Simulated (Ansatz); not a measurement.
# P on Pt(100): change of the work function, part 3 of 4

Aim: the work function of Pt(100) at several coverages of P (hollow site), and the dipole that each adsorbate carries.

Ansatz 0.2.0; plane-wave DFT, PBE, Ansatz PAW.

So far, work function, upper face (eV): step 2 (the clean slab) 5.66; step 3 (37 atoms, coverage 0.111 ML, cell 3x3) 5.55.

## (4) The covered slab, k-mesh 6×6×1, coverage 0.25 ML

System of this step: PPt16 (P/Pt(100)). The cell holds 17 atoms: 16 Pt and 1 P. Its edges and angles: a = 5.544 Å, b = 5.544 Å, c = 25.495 Å, α = 90.0°, β = 90.0°, γ = 90.0°. Vacuum lies along c.

Another coverage, to see how the dipoles act on each other as their distance changes.

The input, input.yaml:

```yaml
crystal:
  lattice:
    - [5.5437171646, 0.0, 0.0]
    - [0.0, 5.5437171646, 0.0]
    - [0.0, 0.0, 25.495063319]
  atoms:
    - { symbol: Pt, position: [0.25, 0.25, 0.3530095175] }
    - { symbol: Pt, position: [0.0, 0.0, 0.4298871457] }
    - { symbol: Pt, position: [0.25, 0.25, 0.5085321066] }
    - { symbol: Pt, position: [0.0, 0.0, 0.5859367241] }
    - { symbol: Pt, position: [0.25, 0.75, 0.3530095175] }
    - { symbol: Pt, position: [0.0, 0.5, 0.4298871457] }
    - { symbol: Pt, position: [0.25, 0.75, 0.5085321066] }
    - { symbol: Pt, position: [0.0, 0.5, 0.5859367241] }
    - { symbol: Pt, position: [0.75, 0.25, 0.3530095175] }
    - { symbol: Pt, position: [0.5, 0.0, 0.4298871457] }
    - { symbol: Pt, position: [0.75, 0.25, 0.5085321066] }
    - { symbol: Pt, position: [0.5, 0.0, 0.5859367241] }
    - { symbol: Pt, position: [0.75, 0.75, 0.3530095175] }
    - { symbol: Pt, position: [0.5, 0.5, 0.4298871457] }
    - { symbol: Pt, position: [0.75, 0.75, 0.5085321066] }
    - { symbol: Pt, position: [0.5, 0.5, 0.5859367241] }
    - { symbol: P, position: [0.25, 0.25, 0.6469904825] }
kpoints:
  mp_grid: { grid: [6, 6, 1] }
hamiltonian:
  xc: pbe
scf:
  occupations: { method: fermi_dirac, width: 0.1 }
  convergence: { dr2_threshold: 1.0e-08 }
efield:
  axis: 3
  dipole_correction: true
  ramp_position: 0.97
  ramp_width: 0.06
relax:
  f_tol: 0.02
  max_steps: 60
  constraints: [{ sites: [0, 1, 4, 5, 8, 9, 12, 13] }]
output:
  dos: { projected: true, e_range: [-8, 4] }
  write_potential: true
  write_density: true
  volumetric_format: npy
  elf: true
```

On the command line:

```
$ ansatz run input.yaml --threads 4 --pin off --max-ram 16384MiB --backend cpu --events-out ev --progress --plain --runs-dir out
```

Log:

```text
[...]
Crystal: 17 atoms, lattice volume = 783.535 Å³
Basis set: ecut = 420 eV, 15353 PW (Γ), exchange–correlation on 80×80×360 points (8 copies of the dense FFT grid, shifted against one another)
Bands: 176, of which v1, the nominal top of the filled ones, is band 147 counted from 1 (146 counted from 0)
Symmetry: 8 space group operations
[...]
k-points: 10 of 36
[...]
SCF iter   1: F=—  HF=-201119.833550 eV  |F-HF|=—  |Δ(HF+E_count)|=         —  Δρ=6.91e-3  dr2=3.69e0  ethr=1.77e-3  p=0.012 e·Å  D=2.69e-3 V/Å  ΔV_dip=-0.07 eV  dr2_dipole=8.17e-1  V_vac-E_F(+/−)=5.11/5.18 eV  ⟨swp⟩=7.6  Hψ=7585  notcnv=0  defer=66
[...]
SCF iter  13: F=-201119.739122 eV  HF=-201119.739122 eV  |F-HF|=1.43e-8  |Δ(HF+E_count)|=   4.96e-8  Δρ=4.36e-7  dr2=4.48e-9  ethr=3.41e-12  p=0.060 e·Å  D=1.39e-2 V/Å  ΔV_dip=-0.36 eV  dr2_dipole=5.98e-14  V_vac-E_F(+/−)=5.31/5.66 eV  ⟨swp⟩=10.0  Hψ=11172  notcnv=0
SCF 1 converged in 13 iterations: F = -201119.739122 eV  dr2 = 4.48e-9
[...]
relax step   1: F+E_penalty+E_count = -201119.73912197 eV  Δ(F+E_penalty+E_count) = +0.000e0 eV  max|allowed force component| = 2.414e0 eV/Å  Δτ_max = 0.0000 Å  (13 SCF iters, accepted)
[...]
SCF iter  13: F=-201120.188645 eV  HF=-201120.188645 eV  |F-HF|=1.42e-8  |Δ(HF+E_count)|=   3.82e-8  Δρ=4.11e-7  dr2=4.44e-9  ethr=3.41e-12  p=0.042 e·Å  D=9.81e-3 V/Å  ΔV_dip=-0.25 eV  dr2_dipole=5.66e-11  V_vac-E_F(+/−)=5.41/5.66 eV  ⟨swp⟩=15.4  Hψ=12743  notcnv=0
SCF 2 converged in 13 iterations: F = -201120.188645 eV  dr2 = 4.44e-9
[...]
relax step   2: F+E_penalty+E_count = -201120.18864525 eV  Δ(F+E_penalty+E_count) = -4.495e-1 eV  max|allowed force component| = 9.135e-1 eV/Å  Δτ_max = 0.1673 Å  (13 SCF iters, accepted)
SCF iter   1: F=—  HF=-201120.287357 eV  |F-HF|=—  |Δ(HF+E_count)|=         —  Δρ=5.00e-3  dr2=4.99e-1  ethr=2.41e-3  p=0.042 e·Å  D=9.81e-3 V/Å  ΔV_dip=-0.25 eV  dr2_dipole=1.35e-1  V_vac-E_F(+/−)=5.39/5.64 eV  ⟨swp⟩=4.2  Hψ=3755  notcnv=0  defer=119
[...]
SCF iter  11: F=-201120.248419 eV  HF=-201120.248419 eV  |F-HF|=2.06e-8  |Δ(HF+E_count)|=   5.33e-8  Δρ=6.57e-7  dr2=8.74e-9  ethr=3.41e-12  p=0.048 e·Å  D=1.10e-2 V/Å  ΔV_dip=-0.28 eV  dr2_dipole=1.47e-10  V_vac-E_F(+/−)=5.38/5.66 eV  ⟨swp⟩=15.9  Hψ=13234  notcnv=0
SCF 3 converged in 11 iterations: F = -201120.248419 eV  dr2 = 8.74e-9
[...]
relax step   3: F+E_penalty+E_count = -201120.24841918 eV  Δ(F+E_penalty+E_count) = -5.977e-2 eV  max|allowed force component| = 2.764e-1 eV/Å  Δτ_max = 0.1916 Å  (11 SCF iters, accepted)
[...]
relax step   4: F+E_penalty+E_count = -201120.26198496 eV  Δ(F+E_penalty+E_count) = -1.357e-2 eV  max|allowed force component| = 2.837e-2 eV/Å  Δτ_max = 0.0578 Å  (10 SCF iters, accepted)
SCF iter   1: F=—  HF=-201120.262919 eV  |F-HF|=—  |Δ(HF+E_count)|=         —  Δρ=1.15e-4  dr2=9.78e-5  ethr=5.30e-7  p=0.046 e·Å  D=1.06e-2 V/Å  ΔV_dip=-0.27 eV  dr2_dipole=1.57e-5  V_vac-E_F(+/−)=5.39/5.66 eV  ⟨swp⟩=2.8  Hψ=3093  notcnv=0
[...]
SCF iter   7: F=-201120.262146 eV  HF=-201120.262146 eV  |F-HF|=1.28e-8  |Δ(HF+E_count)|=   6.87e-8  Δρ=4.36e-7  dr2=3.10e-9  ethr=3.41e-12  p=0.046 e·Å  D=1.06e-2 V/Å  ΔV_dip=-0.27 eV  dr2_dipole=4.33e-10  V_vac-E_F(+/−)=5.39/5.66 eV  ⟨swp⟩=10.5  Hψ=12954  notcnv=0
SCF 5 converged in 7 iterations: F = -201120.262146 eV  dr2 = 3.10e-9
[...]
relax step   5: F+E_penalty+E_count = -201120.26214623 eV  Δ(F+E_penalty+E_count) = -1.613e-4 eV  max|allowed force component| = 3.295e-3 eV/Å  Δτ_max = 0.0040 Å  (7 SCF iters, accepted)
[...]
SCF converged after 7 iterations
Free energy (F): -201120.262146 eV
[...]
Internal energy: -201119.454413 eV  (E = F + TS)
E sigma→0 (E₀):  -201119.858280 eV
Entropy (-TS):   -0.807733 eV (-47.514 meV/atom)
Fermi energy:    3.639691 eV
Dipole field:    D = 0.010602 V/Å  (p = 0.045907 e·Å, saw-weighted, corrected)
Work function:   Φ+ = 5.3879 eV   Φ− = 5.6582 eV
[...]
--- Forces (eV/Å), atoms counted from 1 ---
  atom   1  Pt    -0.00000000     0.00000000    -0.15643786
  atom   2  Pt    -0.06337430    -0.06337430     0.08174268
  atom   3  Pt     0.00000000     0.00000000    -0.00045209
  atom   4  Pt    -0.00298286    -0.00298286     0.00132764
  atom   5  Pt     0.00000000     0.00000000    -0.09498715
  atom   6  Pt    -0.06337430     0.06337430     0.08174268
  atom   7  Pt     0.00000000     0.00000000    -0.00042973
  atom   8  Pt    -0.00298286     0.00298286     0.00132764
  atom   9  Pt     0.00000000     0.00000000    -0.09498715
  atom  10  Pt     0.06337430    -0.06337430     0.08174268
  atom  11  Pt     0.00000000     0.00000000    -0.00042973
  atom  12  Pt     0.00298286    -0.00298286     0.00132764
  atom  13  Pt    -0.00000000     0.00000000     0.01607282
  atom  14  Pt     0.06337430     0.06337430     0.08174268
  atom  15  Pt    -0.00000000     0.00000000     0.00268584
  atom  16  Pt     0.00298286     0.00298286     0.00132764
  atom  17  P     -0.00000000     0.00000000    -0.00329541
  max |Σ_I F_I| component: 2.08e-5 eV/Å
--- Band table (eV; the first three rows and the last of 10) ---
  k-point 0: bands = [... 143 lower, 3.7451, 3.9833, 4.1731, 4.1731, 4.1984, 4.2692, 4.2988, 4.4352, ... 25 higher]
  k-point 1: bands = [... 143 lower, 3.6116, 3.7364, 3.7654, 3.8507, 3.9792, 4.0465, 4.2454, 4.3638, ... 25 higher]
  k-point 2: bands = [... 143 lower, 3.4756, 3.5247, 3.5914, 3.6407, 3.6869, 3.8429, 3.8643, 3.9029, ... 25 higher]
  k-point 9: bands = [... 143 lower, 2.6817, 3.0337, 3.3327, 3.3327, 3.6182, 3.6643, 3.6643, 3.6900, ... 25 higher]
--- Relaxed structure (5 steps of the walk, 5 accepted, 0 SCFs on fresh bases) ---
  F+E_penalty+E_count = -201120.26214623 eV   max|allowed force component| = 3.295e-3 eV/Å
  atoms:
    - { symbol: Pt, position: [0.25, 0.25, 0.353010] }
    - { symbol: Pt, position: [0.0, 0.0, 0.4298871457] }
    - { symbol: Pt, position: [0.25, 0.25, 0.507210] }
    - { symbol: Pt, position: [-0.00431926, -0.00431926, 0.590370] }
    - { symbol: Pt, position: [0.25, 0.75, 0.353010] }
    - { symbol: Pt, position: [0.0, 0.5, 0.4298871457] }
    - { symbol: Pt, position: [0.25, 0.75, 0.509321] }
    - { symbol: Pt, position: [-0.00431926, 0.504319, 0.590370] }
    - { symbol: Pt, position: [0.75, 0.25, 0.353010] }
    - { symbol: Pt, position: [0.5, 0.0, 0.4298871457] }
    - { symbol: Pt, position: [0.75, 0.25, 0.509321] }
    - { symbol: Pt, position: [0.504319, -0.00431926, 0.590370] }
    - { symbol: Pt, position: [0.75, 0.75, 0.353010] }
    - { symbol: Pt, position: [0.5, 0.5, 0.4298871457] }
    - { symbol: Pt, position: [0.75, 0.75, 0.509829] }
    - { symbol: Pt, position: [0.504319, 0.504319, 0.590370] }
    - { symbol: P, position: [0.25, 0.25, 0.637289] }
```

It took 4.6 min on 4 threads of Arm Neoverse V1, shared host; peak memory 3.4 GiB.

Step by step:

| step | energy less that of the first step (eV) | largest force component (eV/Å) |
| --- | --- | --- |
| 1 | 0.0000 | 2.4142 |
| 2 | -0.4495 | 0.9135 |
| 3 | -0.5093 | 0.2764 |
| 4 | -0.5229 | 0.0284 |
| 5 | -0.5230 | 0.0033 |

The run keeps the 8 symmetry operations that the program found, so distortions that break them were not tested.

The atoms that moved most (Å):

| atom | dx | dy | dz | length |
| --- | --- | --- | --- | --- |
| P17 | 0.000 | 0.000 | -0.247 | 0.247 |
| Pt16 | 0.024 | 0.024 | 0.113 | 0.118 |
| Pt12 | 0.024 | -0.024 | 0.113 | 0.118 |
| Pt8 | -0.024 | 0.024 | 0.113 | 0.118 |
| Pt4 | -0.024 | -0.024 | 0.113 | 0.118 |
| Pt3 | 0.000 | 0.000 | -0.034 | 0.034 |
| Pt15 | 0.000 | 0.000 | 0.033 | 0.033 |
| Pt11 | 0.000 | 0.000 | 0.020 | 0.020 |

The relaxed structure:

```xyz
17
Lattice="5.5437 0.0000 0.0000 0.0000 5.5437 0.0000 0.0000 0.0000 25.4951" Properties=species:S:1:pos:R:3
Pt    1.3859    1.3859    9.0000
Pt    0.0000    0.0000   10.9600
Pt    1.3859    1.3859   12.9314
Pt   -0.0239   -0.0239   15.0515
Pt    1.3859    4.1578    9.0000
Pt    0.0000    2.7719   10.9600
Pt    1.3859    4.1578   12.9852
Pt   -0.0239    2.7958   15.0515
Pt    4.1578    1.3859    9.0000
Pt    2.7719    0.0000   10.9600
Pt    4.1578    1.3859   12.9852
Pt    2.7958   -0.0239   15.0515
Pt    4.1578    4.1578    9.0000
Pt    2.7719    2.7719   10.9600
Pt    4.1578    4.1578   12.9981
Pt    2.7958    2.7958   15.0515
P     1.3859    1.3859   16.2477
```

Numbers from this step:

- energy at zero smearing: -201119.8583 eV
- work function, upper face: 5.388 eV
- work function, lower face: 5.658 eV
- dipole along the normal: 0.04591 e·Å
- step between the vacuum levels: -0.2703 eV

The density of states has structure finer than the step of the table below, so its rows give means over 0.25 eV. Peaks (eV: height): -4.720: 44.9, -4.540: 39.5, -4.390: 40.6, -3.610: 37.7, -3.160: 51.6, -2.920: 83.1, -2.110: 39.3.

Table of density of states by energy, zero at the Fermi level; means over each step:

| energy (eV) | density of states (states/eV a cell) |
| --- | --- |
| -7.75 | 1.23 |
| -7.50 | 1.67 |
| -7.25 | 4.62 |
| -7.00 | 4.64 |
| -6.75 | 6.91 |
| -6.50 | 9.74 |
| -6.25 | 14.3 |
| -6.00 | 18.2 |
| -5.75 | 23.0 |
| -5.50 | 23.8 |
| -5.25 | 16.7 |
| -5.00 | 17.2 |
| -4.75 | 21.4 |
| -4.50 | 22.8 |
| -4.25 | 23.3 |
| -4.00 | 24.3 |
| -3.75 | 22.0 |
| -3.50 | 23.6 |
| -3.25 | 39.6 |
| -3.00 | 31.7 |
| -2.75 | 17.9 |
| -2.50 | 24.4 |
| -2.25 | 27.9 |
| -2.00 | 27.7 |
| -1.75 | 23.4 |
| -1.50 | 26.3 |
| -1.25 | 28.1 |
| -1.00 | 28.3 |
| -0.75 | 28.2 |
| -0.50 | 26.0 |
| -0.25 | 23.6 |
| 0.00 | 29.5 |
| 0.25 | 14.9 |
| 0.50 | 11.2 |
| 0.75 | 6.14 |
| 1.00 | 6.57 |
| 1.25 | 5.83 |
| 1.50 | 5.07 |
| 1.75 | 4.91 |

Projected DOS per atom over height of the atomic layer and energy from the Fermi level. Layers: Pt4 Pt4 Pt4 Pt4 P from below.

Values in states/eV, 22 rows by 5 columns, each cell a mean:
```
0.22 0.22 0.24 0.26 0.50
0.26 0.23 0.22 0.33 0.72
0.39 0.29 0.30 0.31 0.58
0.72 0.69 0.72 0.59 0.62
1.77 1.88 1.67 0.93 0.44
1.97 1.68 1.53 1.41 0.43
2.28 1.25 1.40 1.71 0.37
2.09 1.11 1.46 1.92 0.41
1.84 1.17 1.27 1.81 0.49
2.29 0.96 1.41 1.98 0.57
1.48 1.02 1.03 1.69 0.52
2.16 2.31 2.00 1.89 0.47
1.18 1.32 1.62 1.45 0.38
1.20 1.42 1.74 1.49 0.40
1.04 1.25 1.36 1.44 0.73
0.87 1.26 1.04 1.06 0.59
0.97 1.97 1.47 1.04 0.83
0.73 1.77 1.43 0.82 0.72
0.32 0.88 0.83 0.48 0.38
0.18 0.47 0.44 0.33 0.26
0.12 0.25 0.29 0.17 0.13
0.03 0.13 0.12 0.04 0.02
```
Columns: height of the atomic layer (Å) from 9 to 16.2 (not evenly spaced); rows upwards: energy from the Fermi level (eV) from -7.96 to 1.95.

ELF in the ca plane at fractional y = 0.250, with atoms of Pt and P within 0.2 Å of it. It is the smooth field of the valence electrons, not physical close to the nuclei.

Ten even steps from '0' (0.00) to '9' (0.95), each cell a mean:
```
22332222222222232222222221110000000000000000
22345422222223454222222110000000000000000000
23566642111235666422111100000000000000000000
24677652111236776421111000000000000000000000
23566642111235666422111100000000000000000000
22345422222223454222222110000000000000000000
22332222222222232222222221110000000000000000
12332222222222222222233445432100000000000000
22333222222222332222235678876420000000000000
23466532211234665321246548998631000000000000
24677642111246776421244005999742000000000000
24677642111246776421244005999742000000000000
23466532211234665321246558998631000000000000
22333222222222332222235677876320000000000000
12332222222222222222233444432100000000000000
```
Columns run along c (16.0 Å, from fractional 0.30 to 0.93 of the cell), rows up along a (5.5 Å). Atoms in or near the plane, at fractional coordinates: Pt at (0.35, 0.25), Pt at (0.51, 0.25), Pt at (0.35, 0.75), Pt at (0.51, 0.75), P at (0.64, 0.25).

Valence density in the ca plane at fractional y = 0.250, with atoms of Pt and P within 0.2 Å of it. It is the smooth field of the valence electrons, not physical close to the nuclei.

Ten steps, logarithmic in the rise over the least value, from '0' (0 e/Å³) to '9' (11 e/Å³), each cell a mean:
```
01234322222223343222222110000000000000000000
12567642222235676322221100000000000000000000
14799853212247998532111000000000000000000000
24899963211248999632111000000000000000000000
14799853212247998532111000000000000000000000
12567542222235675322221100000000000000000000
01233322222223333222222110000000000000000000
01233222232222332222233221100000000000000000
12355432222234554322233333210000000000000000
13688743222246887422234433310000000000000000
24899863211258998532233223321000000000000000
24799863211258998532233223321000000000000000
13688743222246887422234433310000000000000000
12355432222234554222233333210000000000000000
01233222232222332222233221100000000000000000
```
Columns run along c (16.0 Å, from fractional 0.30 to 0.93 of the cell), rows up along a (5.5 Å). Atoms in or near the plane, at fractional coordinates: Pt at (0.35, 0.25), Pt at (0.51, 0.25), Pt at (0.35, 0.75), Pt at (0.51, 0.75), P at (0.64, 0.25).

Electrostatic potential energy in the ca plane at fractional y = 0.250, with atoms of Pt and P within 0.2 Å of it. With pseudopotentials it is smooth inside the atoms' cores, unlike the true potential.

Ten even steps from '0' (-70 eV) to '9' (9 eV), each cell a mean:
```
99988899999999888999999999999999999999999999
99744589999987435899999999999999999999999999
98300269999983001699999999999999999999999999
97200058999972000589999999999999999999999999
98400269999984002699999999999999999999999999
99744689999987446899999999999999999999999999
99988899999999888999999999999999999999999999
99999999999999999999999999999999999999999999
99876799999998668999998878999999999999999999
98521379999984114799986335899999999999999999
97200158999972001699984002799999999999999999
97300158999972001699984002799999999999999999
98521379999985214799986435899999999999999999
99876799999998768999998878999999999999999999
99999999999999999999999999999999999999999999
```
Columns run along c (16.0 Å, from fractional 0.30 to 0.93 of the cell; values clipped at the 3rd and 97th percentile), rows up along a (5.5 Å). Atoms in or near the plane, at fractional coordinates: Pt at (0.35, 0.25), Pt at (0.51, 0.25), Pt at (0.35, 0.75), Pt at (0.51, 0.75), P at (0.64, 0.25).

The relaxation took 5 steps and lowered the energy by 0.52 eV; the largest force on the free atoms ends at 0.0033 eV/Å.

By hand: a sheet of dipoles makes a step −p/(ε₀A) in the electron's potential. With e/ε₀ = 180.95 V·Å, p = 0.04591 e·Å and A = 30.73 Å², that is −180.95 × (0.04591) / 30.73 = -0.270 eV, and the two vacuum levels of the run differ by -0.270 eV.

The covered face has 5.39 eV, -0.27 eV against the clean one; the bare back face has moved by +0.01 eV, a measure of how thin the slab is.

## (5) Adsorbate added, k-mesh 6×6×1, coverage 0.5 ML

System of this step: PPt8 (P/Pt(100)). The cell holds 18 atoms: 16 Pt and 2 P. Cell: a = 5.544 Å, b = 5.544 Å, c = 25.495 Å, α = 90.0°, β = 90.0°, γ = 90.0°. Vacuum lies along c.

Another coverage, to see how the dipoles act on each other as their distance changes.

Edit input.yaml of step 4 so:

```diff
@@ -23,2 +23,3 @@
     - { symbol: P, position: [0.25, 0.25, 0.6469904825] }
+    - { symbol: P, position: [0.75, 0.75, 0.6469904825] }
 kpoints:
```

Log:

```text
[...]
Crystal: 18 atoms, lattice volume = 783.535 Å³
Basis set: ecut = 420 eV, 15353 PW (Γ), exchange–correlation on 80×80×360 points (8 copies of the dense FFT grid, shifted against one another)
Bands: 179, of which v1, the nominal top of the filled ones, is band 149 counted from 1 (148 counted from 0)
Symmetry: 16 space group operations
[...]
- { symbol: Pt, position: [0.25, 0.75, 0.508713] }
    - { symbol: Pt, position: [0, 0.5, 0.592735] }
[...]
- { symbol: Pt, position: [0.75, 0.75, 0.353010] }
    - { symbol: Pt, position: [0.5, 0.5, 0.4298871457] }
    - { symbol: Pt, position: [0.75, 0.75, 0.509687] }
    - { symbol: Pt, position: [0.5, 0.5, 0.592735] }
    - { symbol: P, position: [0.25, 0.25, 0.644505] }
    - { symbol: P, position: [0.75, 0.75, 0.644505] }
[key lines of the parts left out:]
SCF converged after 10 iterations
Free energy (F): -201877.737080 eV
Fermi energy:    4.100262 eV
Dipole field:    D = 0.027698 V/Å  (p = 0.119935 e·Å, saw-weighted, corrected)
Work function:   Φ+ = 4.9790 eV   Φ− = 5.6852 eV
```

Wall time 3.9 min (4 threads); peak memory 3.4 GiB; 15 min of CPU time.

The steps of the relaxation:

| step | energy less that of the first step (eV) | largest force component (eV/Å) |
| --- | --- | --- |
| 1 | 0.0000 | 1.9515 |
| 2 | -0.6715 | 0.5880 |
| 3 | -0.7070 | 0.2633 |
| 4 | -0.7207 | 0.0100 |

The run keeps the 16 symmetry operations that the program found, so distortions that break them were not tested.

The atoms that moved most (Å):

| atom | dx | dy | dz | length |
| --- | --- | --- | --- | --- |
| Pt4 | 0.000 | 0.000 | 0.173 | 0.173 |
| Pt8 | 0.000 | 0.000 | 0.173 | 0.173 |
| Pt16 | 0.000 | 0.000 | 0.173 | 0.173 |
| Pt12 | 0.000 | 0.000 | 0.173 | 0.173 |
| P18 | 0.000 | 0.000 | -0.063 | 0.063 |
| P17 | 0.000 | 0.000 | -0.063 | 0.063 |
| Pt3 | 0.000 | 0.000 | 0.029 | 0.029 |
| Pt15 | 0.000 | 0.000 | 0.029 | 0.029 |

The relaxed structure:

```xyz
18
Lattice="5.5437 0.0000 0.0000 0.0000 5.5437 0.0000 0.0000 0.0000 25.4951" Properties=species:S:1:pos:R:3
Pt    1.3859    1.3859    9.0000
Pt    0.0000    0.0000   10.9600
Pt    1.3859    1.3859   12.9945
Pt    0.0000    0.0000   15.1118
Pt    1.3859    4.1578    9.0000
Pt    0.0000    2.7719   10.9600
Pt    1.3859    4.1578   12.9697
Pt    0.0000    2.7719   15.1118
Pt    4.1578    1.3859    9.0000
Pt    2.7719    0.0000   10.9600
Pt    4.1578    1.3859   12.9697
Pt    2.7719    0.0000   15.1118
Pt    4.1578    4.1578    9.0000
Pt    2.7719    2.7719   10.9600
Pt    4.1578    4.1578   12.9945
Pt    2.7719    2.7719   15.1118
P     1.3859    1.3859   16.4317
P     4.1578    4.1578   16.4317
```

[end of part 3 of 4]

[Long decimals in the printed logs are rounded to 6 places.]

[Logs are printed without paths, hosts, clocks, repeated set-up lines and the standing remarks that a program may print on its own settings, such as how far it seeks lower states.]

[Hosts, paths, dates, database ids (printed as entryN), source tags and the programs' standing remarks are cut or masked in the printed files.]

[Maps of the electrostatic potential energy from Ansatz leave out the sawtooth potential of an applied field or a dipole correction, so their vacuum need not be flat; planar profiles and work functions include it.]

[The density of states shown here was stored with 400 of the rows of the run's finer table, so its peaks can read low, often by over a quarter, or be missed, and its means over a window can be off by a tenth or more.]
